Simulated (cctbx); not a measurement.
**What is wrong with this refinement?**

Cell a = 11.3850 Å, b = 10.2910 Å, c = 7.0150 Å, α = 90.00°, β = 90.00°, γ = 90.00°; space group Pnma (no. 62). The compound is Te3P4.

The data are simulated with cctbx, not measured: Mo Kα, λ = 0.71073 Å, to d = 0.75 Å, 95 % of the full sphere, strongest reflection 20000 counts, noise from counting, a 4 % proportional error and a noise floor of 2 counts (s.d.); no absorption.

An anisotropic refinement with weights 1/σ² prints:

```text
Rint 0.038, 1079 unique reflections to 0.75 A
cycle     R1     wR2    GooF  max shift (A)
   1  0.1109  0.2930  10.697   0.01130
   2  0.0500  0.1493   5.451   0.00005
final R1 0.0500 wR2 0.1493 GooF 5.451  parameters 36  data/parameter 30.0
atom        x        y        z      Ueq    occ   su(xyz)  su(Uiso or U11)
Te1    0.50982  0.25000  0.79868   0.0137  1.000  0.00012  0.0005
Ru1    0.70799  0.41512  0.04510   0.0069  1.000  0.00010  0.0004
P1     0.92474  0.63215  0.76465   0.0226  1.000  0.00044  0.0014
P2     0.93433  0.25000  0.40804   0.0231  1.000  0.00061  0.0020
P3     0.18734  0.25000  0.65181   0.0218  1.000  0.00058  0.0019
difference map: max 6.30 min -3.22 rms 0.50
Q1    0.2086  0.0974  0.4550    8    6.38  0.13 A from Ru1
Q2    0.0057  0.1995  0.8349    8    0.80  1.07 A from Te1
Q3    0.2096  0.7500  0.1140    4    0.67  1.20 A from P3
Q4    0.2187  0.9997  0.0701    8    0.66  1.45 A from Ru1
Q5    0.2414  0.2073  0.3937    8    0.65  1.38 A from Ru1
Q6    0.1693  0.1479  0.6213    8    0.64  1.09 A from P3
```

**Question.** Can this result stand? If not, what is the likely fault?

Mend it. The fault: wrong element: Ru1 is Te. Against the right model at the same level, R1 goes from 0.0098 to 0.0500 and GooF from 0.92 to 5.45, U of Ru1 shrinks from 0.0118 to 0.0069 Å², U of Te1 swells from 0.0092 to 0.0137 Å², U of P1 swells from 0.0181 to 0.0226 Å² and the top difference peak, 6.4 e/Å³, lies on Ru1. Ru1 has 8 electrons too few and its U shrinks to make up, as expected.

The compound is Te3P4. The right model at the same level gives:

```text
Rint 0.038, 1079 unique reflections to 0.75 A
cycle     R1     wR2    GooF  max shift (A)
   1  0.0099  0.0254   0.928   0.00014
   2  0.0098  0.0251   0.915   0.00000
final R1 0.0098 wR2 0.0251 GooF 0.915  parameters 36  data/parameter 30.0
atom        x        y        z      Ueq    occ   su(xyz)  su(Uiso or U11)
Te1    0.50980  0.25000  0.79868   0.0092  1.000  0.00002  0.0001
Te2    0.70800  0.41499  0.04510   0.0118  1.000  0.00002  0.0001
P1     0.92461  0.63279  0.76457   0.0181  1.000  0.00007  0.0002
P2     0.93415  0.25000  0.40735   0.0179  1.000  0.00010  0.0003
P3     0.18742  0.25000  0.65023   0.0176  1.000  0.00010  0.0003
difference map: max 0.49 min -0.57 rms 0.10
Q1    0.2044  0.2500  0.5226    4    0.49  0.92 A from P3
Q2    0.2113  0.9989  0.1276    8    0.43  1.75 A from Te2
Q3    0.1912  0.6988  0.0116    8    0.42  1.69 A from Te2
Q4    0.0987  0.7500  0.9002    4    0.41  2.19 A from P2
Q5    0.9965  0.1725  0.0467    8    0.38  1.65 A from P1
Q6    0.2064  0.7500  0.1478    4    0.35  1.21 A from P3
```

Isotropic U is held between 0.0001 and 1 Å² by the program, and listed peak heights are interpolated, so they can pass the grid's maximum.

This is a model crystal, built by substitution and not relaxed, with assumed displacement parameters.

[Middle refinement cycles are left out of these outputs.]

[Logs are printed without paths, hosts, clocks, repeated set-up lines and the standing remarks that a program may print on its own settings, such as how far it seeks lower states.]
